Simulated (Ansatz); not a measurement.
## (InP)1(ZnTe)3 [001] superlattice, started as zinc blende: relaxing the cell for a phonon run

Task: relax (InP)1(ZnTe)3 [001] superlattice, started as zinc blende tightly.

Method: DFT LDA, scalar-relativistic, plane waves, PAW, in Ansatz 0.2.0.

The structure was built from a prototype and need not be the compound's stable phase.

## Step 1: Set-up

The structure is orthorhombic, space group Pmm2 (No. 25). Conventional cell: a = 4.273 Å, b = 4.273 Å, c = 12.085 Å, α = 90.00°, β = 90.00°, γ = 90.00°. Nearest to In lie 2 P at 2.62 Å and 2 Te at 2.62 Å. P has 2 In at 2.62 Å and 2 Zn at 2.62 Å nearest. Te has 4 Zn at 2.62 Å nearest. Nearest to Te lie 4 Zn at 2.62 Å. Nearest to Te lie 2 Zn at 2.62 Å and 2 In at 2.62 Å. Nearest to Zn lie 2 Te at 2.62 Å and 2 P at 2.62 Å. Farther neighbours and most contacts between anions are not listed.

Structure file:

```cif
data_structure
_symmetry_space_group_name_H-M 'P 1'
_symmetry_Int_Tables_number 1
_cell_length_a 4.2727
_cell_length_b 4.2727
_cell_length_c 12.0850
_cell_angle_alpha 90.000
_cell_angle_beta 90.000
_cell_angle_gamma 90.000
_cell_volume 220.62
loop_
_atom_site_label
_atom_site_type_symbol
_atom_site_fract_x
_atom_site_fract_y
_atom_site_fract_z
_atom_site_occupancy
In1 In 0.00000 0.00000 0.00000 1
P2 P 0.50000 0.00000 0.12500 1
Te3 Te 0.00000 0.50000 0.37500 1
Te4 Te 0.50000 0.00000 0.62500 1
Te5 Te 0.00000 0.50000 0.87500 1
Zn6 Zn 0.50000 0.50000 0.25000 1
Zn7 Zn 0.00000 0.00000 0.50000 1
Zn8 Zn 0.50000 0.50000 0.75000 1
```

## Step 2: A coarse first look

First a cheap look: the gap decides the mesh and the occupations, the pressure tells how far the cell has to move.

input.yaml reads:

```yaml
crystal:
  lattice:
    - [3.02125, 3.02125, 0.0]
    - [-3.02125, 3.02125, 0.0]
    - [0.0, 0.0, 12.085]
  atoms:
    - { symbol: In, position: [0.0, 0.0, 0.0] }
    - { symbol: P, position: [0.5, 0.0, 0.125] }
    - { symbol: Te, position: [0.0, 0.5, 0.375] }
    - { symbol: Te, position: [0.5, 0.0, 0.625] }
    - { symbol: Te, position: [0.0, 0.5, 0.875] }
    - { symbol: Zn, position: [0.5, 0.5, 0.25] }
    - { symbol: Zn, position: [0.0, 0.0, 0.5] }
    - { symbol: Zn, position: [0.5, 0.5, 0.75] }
kpoints:
  mp_grid: { grid: [4, 4, 2] }
hamiltonian:
  xc: lda
scf:
  occupations: { method: gaussian, width: 0.1 }
output:
  forces: true
  stress: true
  eigenvalues: true
```

Started as:

```bash
ansatz run input.yaml --threads 8 --pin off --max-ram 14336MiB --backend cpu --events-out ev --progress --plain --runs-dir out
```

Numbers of over 12 decimals in the logs are rounded to 6 here.

The program printed:

```text
Engine: ansatz 0.2.0, x86_64-unknown-linux-gnu
Pseudopotentials: kind: paw
Pseudopotential: In, paw, valence charge 13, recommended cutoff 420 eV (normal), In.paw.azcp
Pseudopotential: P, paw, valence charge 5, recommended cutoff 420 eV (normal), P.paw.azcp
Pseudopotential: Te, paw, valence charge 16, recommended cutoff 420 eV (normal), Te.paw.azcp
[...]
k-point 0: bands = [... 47 lower, 5.8005, 6.7756, 6.8432, 7.1373, 7.5481, 8.3844, 8.6782, 9.1726, ... 6 higher]
  k-point 1: bands = [... 47 lower, 6.0287, 6.1473, 6.5417, 6.9582, 8.2799, 8.6816, 8.8387, 9.1693, ... 6 higher]
  k-point 2: bands = [... 47 lower, 5.8563, 5.8870, 5.8948, 6.6475, 8.8832, 8.9975, 9.2399, 9.6065, ... 6 higher]
  k-point 17: bands = [... 47 lower, 4.1107, 4.4366, 5.0757, 5.0904, 9.2536, 9.4325, 9.4554, 9.5034, ... 6 higher]
[key lines of the parts left out:]
SCF converged after 9 iterations
Free energy (F): -36405.075377 eV
Fermi energy:    7.343489 eV
P = ⅓ Tr σ = -1.1740 GPa (-11.740 kbar)
```

Wall time 3.1 s (8 threads of Intel Xeon Platinum 8259CL at 2.50GHz (Skylake/Cascade Lake), shared host); peak memory 0.95 GiB; 21 s of CPU time.

A gap read on the k-mesh alone can miss the band edges.

Numbers from this step:

| Item | Value |
| --- | --- |
| pressure | -1.174 GPa |
| volume per atom | 27.58 Å³ |
| gap on the k-mesh | 0.4108 eV |
| direct gap on mesh | 0.4108 eV |

The coarse mesh shows a gap of 0.41 eV and a pressure of -1.2 GPa.

## Step 3: Rough relaxation

A rough relaxation comes first, because large forces or stress need no tight tolerances yet.

input.yaml, as its differences from that of step 2:

```diff
@@ -15,3 +15,3 @@
 kpoints:
-  mp_grid: { grid: [4, 4, 2] }
+  mp_grid: { grid: [6, 6, 2] }
 hamiltonian:
@@ -24 +24,6 @@
   eigenvalues: true
+relax:
+  adjacent_minimum: "off"
+  f_tol: 0.05
+  max_steps: 80
+  cell: { stress_tol: 0.5 }
```

The program printed:

```text
[...]
Crystal: 8 atoms, lattice volume = 220.623 Å³
Basis set: ecut = 420 eV, 4281 PW (Γ)
Bands: 62, of which v1, the nominal top of the filled ones, is band 51 counted from 1 (50 counted from 0)
Symmetry: 4 space group operations
[...]
k-points: 32 of 72
[...]
- [-2.966026, 2.966026, 0]
    - [0, 0, 11.939537]
  atoms:
    - { symbol: In, position: [0, 0, 0.030154] }
    - { symbol: P, position: [0.500000, 0, 0.143433] }
    - { symbol: Te, position: [0, 0.5, 0.366225] }
    - { symbol: Te, position: [0.500000, 0, 0.619317] }
    - { symbol: Te, position: [0, 0.5, 0.872097] }
    - { symbol: Zn, position: [0.500000, 0.500000, 0.234896] }
    - { symbol: Zn, position: [0, 0, 0.489993] }
    - { symbol: Zn, position: [0.500000, 0.500000, 0.743885] }
[key lines of the parts left out:]
SCF converged after 5 iterations
Free energy (F): -36406.072020 eV
Fermi energy:    7.848686 eV
P = ⅓ Tr σ = 0.0011 GPa (0.011 kbar)
```

It took 37 s on 8 threads; peak memory 1.1 GiB.

Relaxation path:

| step | energy less that of the first step (eV) | largest force component (eV/Å) | pressure (GPa) | volume (Å³) |
| --- | --- | --- | --- | --- |
| 1 | 0.0000 | 3.2014 | -1.28 | 220.62 |
| 2 | -0.6325 | 0.7959 | -1.55 | 218.43 |
| 3 | -0.8604 | 0.2614 | 0.06 | 210.68 |
| 4 | -0.8706 | 0.1001 | 0.02 | 210.73 |
| 5 | -0.8719 | 0.0227 | 0.00 | 210.80 |
| 6* | -0.8695 | 0.0227 | 0.00 | 210.80 |

Relaxation steps marked * repeat the geometry before them on a plane-wave basis chosen anew for their cell, so energy and pressure can jump there.

Forces are held to the 4 operations that the run works with; a distortion that breaks them can't arise in this run.

| conventional cell, symmetrised | before | after | change |
| --- | --- | --- | --- |
| a (Å) | 4.273 | 4.195 | -1.8 % |
| b (Å) | 4.273 | 4.209 | -1.5 % |
| c (Å) | 12.085 | 11.940 | -1.2 % |
| volume (Å³/atom) | 27.58 | 26.35 | -4.5 % |

The atoms that moved most (Å, as changes of fractional coordinates times the final cell):

| atom | dx | dy | dz | length |
| --- | --- | --- | --- | --- |
| In1 | 0.000 | 0.000 | 0.360 | 0.360 |
| P2 | 0.000 | 0.000 | 0.220 | 0.220 |
| Zn6 | 0.000 | 0.000 | -0.180 | 0.180 |
| Zn7 | 0.000 | 0.000 | -0.119 | 0.119 |
| Te3 | 0.000 | 0.000 | -0.105 | 0.105 |
| Zn8 | 0.000 | 0.000 | -0.073 | 0.073 |
| Te4 | 0.000 | 0.000 | -0.068 | 0.068 |
| Te5 | 0.000 | 0.000 | -0.035 | 0.035 |

Numbers from this step:

* pressure: 0.001091 GPa
* gap on the k-mesh: 0.9183 eV
* volume per atom: 26.35 Å³
* direct gap on mesh: 0.9183 eV

In this step the volume went from 27.58 to 26.35 Å³/atom.

## Step 4: Bringing the structure to rest

The cell and atoms are relaxed, since residual forces and stress would shift the frequencies.

input.yaml reads:

```yaml
crystal:
  lattice:
    - [2.9762595255, 2.9762595255, 0.0]
    - [-2.9660262853, 2.9660262853, 0.0]
    - [0.0, 0.0, 11.9395367161]
  atoms:
    - { symbol: In, position: [0.0, 0.0, 0.0301538497] }
    - { symbol: P, position: [0.5, 0.0, 0.1434333303] }
    - { symbol: Te, position: [0.0, 0.5, 0.3662245267] }
    - { symbol: Te, position: [0.5, 0.0, 0.6193170835] }
    - { symbol: Te, position: [0.0, 0.5, 0.8720972221] }
    - { symbol: Zn, position: [0.5, 0.5, 0.2348961205] }
    - { symbol: Zn, position: [0.0, 0.0, 0.4899926038] }
    - { symbol: Zn, position: [0.5, 0.5, 0.7438852634] }
kpoints:
  mp_grid: { grid: [6, 6, 2] }
hamiltonian:
  xc: lda
scf:
  occupations: { method: gaussian, width: 0.02 }
output:
  forces: true
  stress: true
  eigenvalues: true
  write_density: true
  write_potential: true
  elf: true
  volumetric_format: npy
relax:
  adjacent_minimum: "off"
  f_tol: 0.005
  max_steps: 80
  cell: { stress_tol: 0.05 }
```

The program printed:

```text
[...]
Crystal: 8 atoms, lattice volume = 210.796 Å³
Basis set: ecut = 420 eV, 4079 PW (Γ)
Bands: 62, of which v1, the nominal top of the filled ones, is band 51 counted from 1 (50 counted from 0)
Symmetry: 4 space group operations
[...]
k-points: 32 of 72
[...]
SCF iter   1: F=—  HF=-36406.096941 eV  |F-HF|=—  |Δ(HF+E_count)|=         —  Δρ=5.87e-3  dr2=9.03e-2  ethr=1.77e-3  ⟨swp⟩=9.0  Hψ=9242  notcnv=0  defer=8
[...]
SCF iter   9: F=-36406.072020 eV  HF=-36406.072020 eV  |F-HF|=1.27e-9  |Δ(HF+E_count)|=   5.19e-9  Δρ=2.84e-6  dr2=2.08e-8  ethr=9.80e-11  ⟨swp⟩=16.8  Hψ=15935  notcnv=0
SCF 1 converged in 9 iterations: F = -36406.072020 eV  dr2 = 2.08e-8
[...]
relax step   1: F+E_penalty+E_count = -36406.07202049 eV  Δ(F+E_penalty+E_count) = +0.000e0 eV  max|allowed force component| = 2.266e-2 eV/Å  Δτ_max = 0.0000 Å  P = +0.001 GPa  Ω = 210.796 Å³  (9 SCF iters, dr2 threshold 1.00e-7 eV, accepted)
Crystal: 8 atoms, lattice volume = 210.737 Å³
Basis set: ecut = 420 eV, 4069 PW (Γ)
[...]
SCF iter   6: F=-36406.072213 eV  HF=-36406.072213 eV  |F-HF|=1.18e-9  |Δ(HF+E_count)|=   2.78e-9  Δρ=1.28e-6  dr2=5.44e-9  ethr=3.15e-11  ⟨swp⟩=11.1  Hψ=13532  notcnv=0
SCF 2 converged in 6 iterations: F = -36406.072213 eV  dr2 = 5.44e-9
relax step   2: F+E_penalty+E_count = -36406.07221288 eV  Δ(F+E_penalty+E_count) = -1.924e-4 eV  max|allowed force component| = 2.520e-2 eV/Å  Δτ_max = 0.0051 Å  P = +0.015 GPa  Ω = 210.737 Å³  energy of the carried Pulay correction = +1.630e-5 eV  (6 SCF iters, dr2 threshold 3.21e-8 eV, accepted)
Crystal: 8 atoms, lattice volume = 210.793 Å³
Basis set: ecut = 420 eV, 4077 PW (Γ)
[...]
SCF iter   5: F=-36406.072247 eV  HF=-36406.072247 eV  |F-HF|=1.02e-9  |Δ(HF+E_count)|=   9.52e-8  Δρ=2.53e-6  dr2=1.52e-8  ethr=3.89e-11  ⟨swp⟩=9.7  Hψ=15404  notcnv=0
SCF 3 converged in 5 iterations: F = -36406.072247 eV  dr2 = 1.52e-8
relax step   3: F+E_penalty+E_count = -36406.07224698 eV  Δ(F+E_penalty+E_count) = -3.410e-5 eV  max|allowed force component| = 4.537e-3 eV/Å  Δτ_max = 0.0024 Å  P = -0.001 GPa  Ω = 210.793 Å³  energy of the carried Pulay correction = +8.682e-7 eV  (5 SCF iters, dr2 threshold 3.97e-8 eV, accepted)
[...]
SCF iter   6: F=-36406.072256 eV  HF=-36406.072256 eV  |F-HF|=4.37e-11  |Δ(HF+E_count)|=  5.75e-10  Δρ=1.33e-7  dr2=1.80e-11  ethr=1.00e-12  ⟨swp⟩=7.7  Hψ=9889  notcnv=0
SCF 4 converged in 6 iterations: F = -36406.072256 eV  dr2 = 1.80e-11
relax step   4: F+E_penalty+E_count = -36406.07225645 eV  Δ(F+E_penalty+E_count) = -9.476e-6 eV  max|allowed force component| = 4.556e-3 eV/Å  Δτ_max = 0.0000 Å  P = -0.001 GPa  Ω = 210.793 Å³  stress off target by 9.85e-3 GPa  SCF on the basis re-selected at this cell (its energy is not comparable with the rows above)  (6 SCF iters)
basis re-selected at this cell: Δ(F+E_penalty+E_count) = -9.476e-6 eV, ΔP = -0.000 GPa vs the last step (what re-selecting the basis moved, of the pressure what is left beyond the Pulay correction that the steps carried, after the strain that the cell walked since its last selection, with what the two solves' SCF thresholds leave and, on support functions, any second-order correction that the steps lacked; it is no m [...]
SCF converged after 6 iterations
Free energy (F): -36406.072256 eV
[...]
Internal energy: -36406.072256 eV  (E = F + TS)
E sigma→0 (E₀):  -36406.072256 eV
Fermi energy:    7.850916 eV
[...]
--- Forces (eV/Å), atoms counted from 1 ---
  atom   1  In    -0.00000000    -0.00000000    -0.00156571
  atom   2  P     -0.00000000    -0.00000000    -0.00455767
  atom   3  Te    -0.00000000    -0.00000000    -0.00063280
  atom   4  Te    -0.00000000    -0.00000000    -0.00015676
  atom   5  Te     0.00000000     0.00000000     0.00401594
  atom   6  Zn     0.00000000     0.00000000     0.00151820
  atom   7  Zn     0.00000000     0.00000000     0.00027096
  atom   8  Zn     0.00000000     0.00000000     0.00109566
  max |Σ_I F_I| component: 1.22e-5 eV/Å
--- Stress (GPa, compression-positive) ---
       -0.000651      -0.009199       0.000000
       -0.009199      -0.000651      -0.000000
        0.000000      -0.000000      -0.002786
  P = ⅓ Tr σ = -0.0014 GPa (-0.014 kbar)
--- Band table (eV; the first three rows and the last of 32) ---
  k-point 0: bands = [... 47 lower, 6.0129, 7.3081, 7.3801, 7.3991, 8.3027, 9.2858, 9.4088, 9.7965, ... 7 higher]
  k-point 1: bands = [... 47 lower, 6.6185, 6.6958, 7.0232, 7.0288, 9.0274, 9.3554, 9.6669, 9.7572, ... 7 higher]
  k-point 2: bands = [... 47 lower, 5.9279, 6.1051, 6.8327, 7.2969, 9.0825, 9.5940, 10.1491, 10.3567, ... 7 higher]
  k-point 31: bands = [... 47 lower, 4.6458, 4.8371, 5.0885, 5.1707, 9.4249, 9.4796, 10.1592, 10.1947, ... 7 higher]
--- Relaxed structure (3 steps of the walk, 3 accepted, 1 SCFs on fresh bases) ---
[...]
cell:  # Å, volume = 210.7932 Å³
    - [2.977769, 2.977769, 5.617342183288434e-19]
    - [-2.961622, 2.961622, -2.3181347840102534e-19]
    - [1.5932987230097688e-18, 6.601493607221881e-19, 11.951050]
  atoms:
    - { symbol: In, position: [0, 0, 0.030039] }
    - { symbol: P, position: [0.5, 0, 0.143257] }
    - { symbol: Te, position: [-1.3852160965532175e-19, 0.5, 0.366093] }
    - { symbol: Te, position: [0.5, 0, 0.619154] }
    - { symbol: Te, position: [-3.2989377537176365e-19, 0.5, 0.871862] }
    - { symbol: Zn, position: [0.5, 0.5, 0.235149] }
    - { symbol: Zn, position: [1.0560016009679966e-19, -1.0596449665335168e-19, 0.490309] }
    - { symbol: Zn, position: [0.5, 0.5, 0.744138] }
```

Elapsed: 25 s, on 8 threads; peak memory 1.1 GiB; 3 min of CPU time.

The steps of the relaxation:

| step | energy less that of the first step (eV) | largest force component (eV/Å) | pressure (GPa) | volume (Å³) |
| --- | --- | --- | --- | --- |
| 1 | 0.0000 | 0.0227 | 0.00 | 210.80 |
| 2 | -0.0002 | 0.0252 | 0.02 | 210.74 |
| 3 | -0.0002 | 0.0045 | 0.00 | 210.79 |
| 4* | -0.0002 | 0.0046 | 0.00 | 210.79 |

Relaxation steps marked * repeat the geometry before them on a plane-wave basis chosen anew for their cell, so energy and pressure can jump there.

The run keeps the 4 symmetry operations that it works with, so distortions that break them were not tested.

| conventional cell, symmetrised | before | after | change |
| --- | --- | --- | --- |
| a (Å) | 4.195 | 4.188 | -0.1 % |
| b (Å) | 4.209 | 4.211 | +0.1 % |
| c (Å) | 11.940 | 11.951 | +0.1 % |
| volume (Å³/atom) | 26.35 | 26.35 | -0.0 % |

This step gave:

```yaml
pressure: -0.001363 GPa
gap_on_the_k_mesh: 0.9036 eV
direct_gap_on_mesh: 0.9036 eV
```

ELF in the ac plane at fractional y = 0.000, with atoms of In and P and Te and Zn within 0.2 Å of it. It is the smooth field of the valence electrons, not physical close to the nuclei.

Ten even steps from '0' (0.01) to '9' (0.86), each cell a mean:
```
22222211122222
22211000001222
11100000000011
00000000000000
00000000000000
00001234321000
00135666665310
01466543456631
13665200046752
23676200146742
11357654567421
00125676764210
00122233322210
11221000011221
22210000001122
11000000000011
00000011000000
00002456531000
00136899975200
11368743587521
22589500189732
22369965798422
00235888874210
00223555543210
```
Columns run along a (4.2 Å), rows up along c (12.0 Å). Atoms in or near the plane, at fractional coordinates: In at (0.00, 0.03), P at (0.50, 0.14), Te at (0.50, 0.62), Zn at (0.00, 0.49).

[end of part 1 of 2]

[Logs are printed without paths, hosts, clocks, repeated set-up lines and the standing remarks that a program may print on its own settings, such as how far it seeks lower states.]

[Hosts, paths, dates, database ids (printed as entryN), source tags and the programs' standing remarks are cut or masked in the printed files.]
